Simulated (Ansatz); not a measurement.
# CdHC2O3: valence-band photoemission, part 2 of 4

What would valence photoemission of CdHC2O3 look like, and what sets its shape? Spin–orbit coupling is left out of the bands throughout.

Ansatz 0.2.0; DFT, PBE, plane-wave PAW, default files, scalar-relativistic (the session's first sound run).

So far: The starting structure; Self-consistent run, DOS and bands.

### Step 2. Self-consistent run, DOS and bands (continued)

The intensity has structure finer than the step of the table below, so its rows give means over 1 eV, whole bins alone (the curve runs from -23.4 to 1.45 eV). Peaks (eV: height): O K -2.6: 97.0, -1.9: 99.6, -0.9: 55.9; O K, E along x -4.6: 115, -1.9: 117, -0.9: 106; O K, E along y -5.8: 51.2, -2.7: 130, -1.9: 124, -0.4: 59.0; O K, E along z -7.9: 70.0, -2.7: 96.3, -0.4: 55.4; C K -10.1: 50.9, -7.5: 100.0, -4.7: 69.9, -0.9: 57.4.

Shapes are the site's partial DOS without matrix elements, which overweights lines from ligand s bands. Table of intensity by emission energy less the core level's binding energy, zero at the valence-band maximum; means over each step; 7 of 8 lines; values in % of the unpolarised maximum:

```
emission energy less the core level's binding energy (eV)    O K  O K, E along x  O K, E along y  O K, E along z   C K  C K, E along x  C K, E along y
                                                      -22   2.10           0.780            2.75            2.78  14.6            4.74            20.0
                                                      -21   2.52           0.908            3.28            3.38  23.1            7.16            31.3
                                                      -20   1.42           0.534            1.74            2.00  12.4            3.89            16.7
                                                      -19   1.05           0.376            1.10            1.68  7.55            2.45            10.2
                                                      -18  0.797           0.340           0.827            1.22  11.5            3.61            15.7
                                                      -17  0.647           0.355           0.718           0.868  26.8            8.13            36.8
                                                      -16  0.631           0.395           0.702           0.796  16.0            5.02            21.8
                                                      -15  0.705           0.465           0.782           0.869  5.88            2.16            7.87
                                                      -14  0.888           0.581           0.997            1.09  3.68            1.64            4.78
                                                      -13   1.24           0.771            1.43            1.53  3.54            1.79            4.51
                                                      -12   2.05            1.13            2.49            2.54  5.20            2.61            6.72
                                                      -11   5.25            2.22            7.04            6.48  15.5            6.39            21.4
                                                      -10   12.8            4.64            16.8            16.9  41.8            15.5            55.0
                                                       -9   17.5            7.07            22.3            23.1  26.2            15.7            30.4
                                                       -8   44.2            22.8            46.4            63.4  72.0            59.2            80.0
                                                       -7   44.6            34.2            44.2            55.4  84.6            94.3            80.6
                                                       -6   47.3            38.0            47.9            55.9  62.7            79.2            53.7
                                                       -5   60.2            86.1            41.5            53.2  58.9             102            35.8
                                                       -4   64.8             105            39.1            50.2  40.1            77.7            19.7
                                                       -3   87.1            68.4             108            85.4  22.3            21.6            21.8
                                                       -2   88.3            93.1             109            62.8  16.7            19.9            15.1
                                                       -1   47.7            76.1            38.1            28.7  34.3            65.4            18.3
                                                        0   24.3            17.6            28.7            26.5  20.7            14.2            23.8
```

Sums over each group's atoms; left-over states aren't shared out by site. Site centres, by row:

```
group  element  shell  occupied states  centre of occupied part (eV)  centre up to the window's top (eV)
  Cd1       Cd     5s            2.191                        -7.282                               1.468
  Cd1       Cd     4d            39.92                        -6.739                              -6.722
   O5        O     2s            6.959                        -17.34                              -14.93
   O5        O     2p            20.94                        -3.913                               -2.86
   O9        O     2s            6.605                        -17.79                               -15.7
   O9        O     2p            19.38                        -4.991                              -3.658
  O13        O     2s            6.646                        -17.69                              -15.77
  O13        O     2p            19.49                        -4.943                              -3.603
  C17        C     2s            3.713                        -14.56                              -4.304
  C17        C     2p            11.18                        -8.838                              -2.972
  C21        C     2s            3.721                        -14.56                              -4.625
  C21        C     2p            11.17                        -8.842                              -2.894
  H25        H     1s            2.452                        -12.91                              0.3218
```

Shapes are the site's partial DOS without matrix elements, which overweights lines from ligand s bands. Emission peaks, by row, the first 40 of 54 rows:

```
          line  energy (eV)  height (%)
           O K       -10.03        14.5
           O K        -7.53       49.03
           O K        -4.63       69.44
           O K        -3.93       64.62
           O K        -2.58       97.34
           O K        -1.83         100
           O K      -0.8296       56.15
           O K      -0.3796       50.26
O K, E along x        -7.28       36.78
O K, E along x        -4.58       115.6
O K, E along x        -3.98       111.7
O K, E along x        -1.83       118.4
O K, E along x      -0.8296       106.2
O K, E along y       -10.08       19.28
O K, E along y        -5.73       51.23
O K, E along y        -2.63       130.1
O K, E along y        -1.83       124.4
O K, E along y      -0.3796       59.06
O K, E along z        -9.98       19.38
O K, E along z        -7.88       70.03
O K, E along z        -5.73       57.62
O K, E along z        -4.63       55.31
O K, E along z        -2.58       96.68
O K, E along z      -0.3796       55.61
           C K       -21.13       25.11
           C K       -16.83       31.09
           C K       -10.08       50.99
           C K        -7.48         100
           C K        -4.63       69.94
           C K        -2.63       23.23
           C K      -0.8296       58.05
           C K      -0.3796       47.46
C K, E along x       -16.83       9.382
C K, E along x       -10.08       18.08
C K, E along x        -7.33       100.4
C K, E along x        -6.33       95.65
C K, E along x        -4.63       140.4
C K, E along x        -2.48       19.56
C K, E along x        -1.83       22.45
C K, E along x      -0.8296       126.3
```

ELF in the bc plane at fractional x = 0.193, with atoms of Cd and O and H within 0.2 Å of it. It is the smooth field of the valence electrons, not physical close to the nuclei.

Ten even steps from '_' (0.00) to '@' (0.96), each cell a mean:
```
++====::________::**%%%%##%%==..--****++--..==##****++++**
##**++--..______::**##++++%%++..==##%%**--..##%%######++##
**++++++==::____::**%%####%%==..==**##++::::####==****==**
----++******::__..##@@@@##**::..::--==--..::##%%####++::::
..--####%%##==____++%%%%==::..__........__..++%%%%##==____
..++%%%%%%##==______::::..__________________::++++==..____
..==##%%##++..____________________________________________
__..::--::..______::::____________________________________
__________________....________....________________________
______..____________________..::--::______________..______
__--==++==::____________....::==++==......____..::::::..__
::**%%%%##++..________..::--==++++++====++--..::==++==--..
==%%****%%**::______..::==++**##++**####%%**..--**####==..
==%%**++##**::____..::==++**####++####++####::--**%%##==..
--####%%@@##::__..==++++++==++==--**##++####::::==++++--..
..==**@@@@%%..__--######**--......==%%%%%%**..__::--::..__
__..::++++::____==##%%%%%%==..____::**####==______________
________________::**%%%%%%++..______..::::..______________
________....______::==++++::______________________________
________..::________......________________________________
..________..________________________________________..::..
..__________________..::::..______........________..::==--
::::..__________..--**####++..__::------..__..--::::==++++
```
Columns run along b (10.5 Å), rows up along c (8.6 Å). Atoms in or near the plane, at fractional coordinates: Cd at (0.88, 0.42), Cd at (0.62, 0.92), O at (0.41, 0.93), O at (0.09, 0.43), O at (0.83, 0.87), O at (0.67, 0.37), H at (0.36, 0.83), H at (0.14, 0.33).

Valence density in the bc plane at fractional x = 0.193, with atoms of Cd and O and H within 0.2 Å of it. It is the smooth field of the valence electrons, not physical close to the nuclei.

Values in e/Å³, 12 rows by 16 columns, each cell a mean:
```
 0  0  0  0  0  1  5  2  1 10 13  1  1  2  1  1
 0  1  0  0  0  1  3  1  0  6  7  1  2  6  2  0
 0  1  2  0  0  0  0  0  0  0  0  0  0  1  0  0
 0  1  1  0  0  0  0  0  0  0  0  0  0  0  0  0
 0  0  0  0  0  0  0  0  0  0  0  0  0  0  0  0
 0  1  0  0  0  0  0  0  0  0  0  0  0  1  1  0
 1  5  2  0  0  0  0  0  1  1  2  1  1  8 14  2
 1  3  2  0  0  0  1  0  0  1  5  3  0  5  8  1
 0  0  0  0  0  1  2  0  0  0  1  1  0  0  0  0
 0  0  0  0  0  0  1  0  0  0  0  0  0  0  0  0
 0  0  0  0  0  0  0  0  0  0  0  0  0  0  0  0
 0  0  0  0  0  0  1  0  0  1  1  0  0  0  0  0
```
Columns run along b (10.5 Å), rows up along c (8.6 Å). Atoms in or near the plane, at fractional coordinates: Cd at (0.88, 0.42), Cd at (0.62, 0.92), O at (0.41, 0.93), O at (0.09, 0.43), O at (0.83, 0.87), O at (0.67, 0.37), H at (0.36, 0.83), H at (0.14, 0.33).

Electrostatic potential energy in the bc plane at fractional x = 0.193, with atoms of Cd and O and H within 0.2 Å of it. With pseudopotentials it is smooth inside the atoms' cores, unlike the true potential.

Ten even steps from '0' (-31 eV) to '9' (11 eV), each cell a mean:
```
88999999996005874223589877447
88889999993003863102478201236
87789999983016974223586000467
88778999960279986444787102789
99634899973599998777899768999
99734899998999999999999999999
99978999999999999999999999999
99999999999999999999999999999
99999999999999999999999999999
99999999999999999999999998999
99999999999999998899999866679
97447999999999986689998643357
84003999999988873344588421236
84003999999877874300068421136
98412799999877887600058632347
99830699996578999952489865678
99987899984269999999999988899
99999999996589999999999999999
99999999999899999999999999999
99999999999999999999999999999
99999999999999999999999999999
99999999999999998878999999999
99999999999779986445799998888
```
Columns run along b (10.5 Å; values clipped at the 3rd and 97th percentile), rows up along c (8.6 Å). Atoms in or near the plane, at fractional coordinates: Cd at (0.88, 0.42), Cd at (0.62, 0.92), O at (0.41, 0.93), O at (0.09, 0.43), O at (0.83, 0.87), O at (0.67, 0.37), H at (0.36, 0.83), H at (0.14, 0.33).

Recipe: projected DOS times atomic cross section and asymmetry factor (unpolarised light, 54.7° from the beam), occupied states only, Fermi edge at 20 K, a Lorentzian width of 0.1 eV growing by 0.08 eV per eV of binding energy, and a resolution of 0.6 eV. Curves are cut 10 eV under the photon energy, above any shell that the free atom's threshold puts out of reach, or at the lower edge of the window: 11.2 eV at 21.2 eV, 23.4 eV at 40.8 eV, 23.4 eV at 1486.7 eV, 23.4 eV at 2150 eV and 23.4 eV at 5414.7 eV. A star in tables and legends marks shells that hold the states left over by the projection (0.9 % of the filled ones), a stand-in for orbitals that the files don't project on. Matrix elements of the solid and inelastic losses aren't modelled, nor non-dipole terms, which matter above 3 keV.

Share of each shell in the spectrum's area (%), by photon energy:

```
shell  21.2 eV  40.8 eV  1486.7 eV  2150 eV  5414.7 eV
 C 2s      0.8      1.5        1.8      1.8        2.0
 C 2p     19.1      6.8        0.2      0.1        0.1
Cd 5s      0.0      0.0        0.6      0.9        2.8
Cd 4d     15.2     53.3       80.0     79.8       73.9
 O 2s      0.0      2.9       14.3     15.0       19.6
 O 2p     63.9     35.2        2.9      2.2        1.1
```

Cross sections used, in Mb an electron:

```
shell  21.2 eV  40.8 eV  1486.7 eV  2150 eV  5414.7 eV
 C 2s     0.58     0.56     3.1e-4   1.1e-4     6.8e-6
 C 2p      2.7     0.84     9.8e-6   2.3e-6     5.9e-8
Cd 5s   0.0084    0.029     3.6e-4   1.9e-4     3.2e-5
Cd 4d     0.96      3.6     0.0026   9.0e-4     4.5e-5
 O 2s        -     0.40     9.4e-4   3.5e-4     2.4e-5
 O 2p      2.7      1.6     6.3e-5   1.6e-5     4.6e-7
```

At this lattice the functional leaves a pressure of 4.8 GPa, which widens the bands against the functional's own equilibrium.

(Part 2 of 4 ends here.)

[Logs are printed without paths, hosts, clocks, repeated set-up lines and the standing remarks that a program may print on its own settings, such as how far it seeks lower states.]

[Hosts, paths, dates, database ids (printed as entryN), source tags and the programs' standing remarks are cut or masked in the printed files.]

[Maps of the electrostatic potential energy from Ansatz leave out the sawtooth potential of an applied field or a dipole correction, so their vacuum need not be flat; work functions include it.]

[Peak lists hold at most the 14 tallest peaks of each spectrum; further lines can be left out.]
